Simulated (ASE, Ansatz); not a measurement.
**A faulty run on Σ13 (134)[11-1] symmetric tilt boundary in CsSnBr3 (780 atoms)**

Program: Ansatz 0.2.0. The cell: 156 Cs, 156 Sn and 468 Br.

Input file input.yaml:

```yaml
crystal:
  lattice:
    - [10.04589, 0.0, 0.0]
    - [0.0, 51.22421, 0.0]
    - [0.0, 0.0, 61.38863]
  atoms:
    - { symbol: Cs, position: [0.3349, 0.9106, 0.01875], spin: 2.0 }
    - { symbol: Sn, position: [0.5029, 0.88513, 0.09318] }
    - { symbol: Br, position: [0.66525, 0.89816, 0.05566] }
    - { symbol: Br, position: [0.33168, 0.92976, 0.0838] }
    - { symbol: Br, position: [0.33446, 0.85248, 0.06523] }
    - { symbol: Cs, position: [0.00022, 0.88491, 0.09285] }
    - { symbol: Sn, position: [0.16214, 0.85913, 0.16683] }
    - { symbol: Br, position: [0.33138, 0.87185, 0.13011] }
    - { symbol: Br, position: [0.00078, 0.90419, 0.15744] }
    - { symbol: Br, position: [1.0e-05, 0.82678, 0.1389] }
    - { symbol: Cs, position: [0.66733, 0.97403, 0.07401] }
    - { symbol: Sn, position: [0.82994, 0.94877, 0.14827] }
    - { symbol: Br, position: [0.00128, 0.96092, 0.11091] }
    - { symbol: Br, position: [0.66741, 0.99331, 0.13887] }
    - { symbol: Br, position: [0.66859, 0.91703, 0.12025] }
    - { symbol: Cs, position: [0.33547, 0.94838, 0.14831] }
    - { symbol: Sn, position: [0.49937, 0.92314, 0.22256] }
    - { symbol: Br, position: [0.66635, 0.93663, 0.18534] }
    [... 756 atom lines left out ...]
    - { symbol: Br, position: [0.58305, 0.46771, 0.52788] }
    - { symbol: Cs, position: [0.91363, 0.5901, 0.51842] }
    - { symbol: Sn, position: [0.08682, 0.56386, 0.9261] }
    - { symbol: Br, position: [0.24807, 0.57585, 0.96317] }
    - { symbol: Br, position: [0.91352, 0.60866, 0.93555] }
    - { symbol: Br, position: [0.91664, 0.53192, 0.95415] }
kpoints:
  mp_grid: { grid: [1, 1, 1] }
hamiltonian:
  xc: pbe
scf:
  occupations: { method: gaussian, width: 0.05 }
  eigensolver: { kind: { support_functions: { accuracy: medium } } }
  mixing: { beta: 0.2 }
  max_iter: 150
output:
  forces: true
```

Run with:

```console
$ ansatz run input.yaml --threads 32 --pin off --max-ram 143360MiB --backend cuda --events-out ev --progress --plain --runs-dir out
```

The program printed:

```text
Error: inconsistent input (magnetization.spin_polarized): false but per-atom `spin:`, `per_species`, `initial_magnetization`, `magnetic_field`, or `spin_locking` is set
```

The job ended after 0.06 s (32 threads of Arm Neoverse V2, shared host; peak memory 0.18 GiB; 0.06 s of CPU time).

**Question.** What is wrong with this input, and how is it mended?

A moment without spin polarisation: crystal.atoms[0].spin = 2.0.

The fix is to switch spin polarisation on, or take the moment out.

The program refused it before any cycle.

[Logs are printed without paths, hosts, clocks, repeated set-up lines and the standing remarks that a program may print on its own settings, such as how far it seeks lower states.]

[Hosts, paths, dates, database ids (printed as entryN), source tags and the programs' standing remarks are cut or masked in the printed files.]
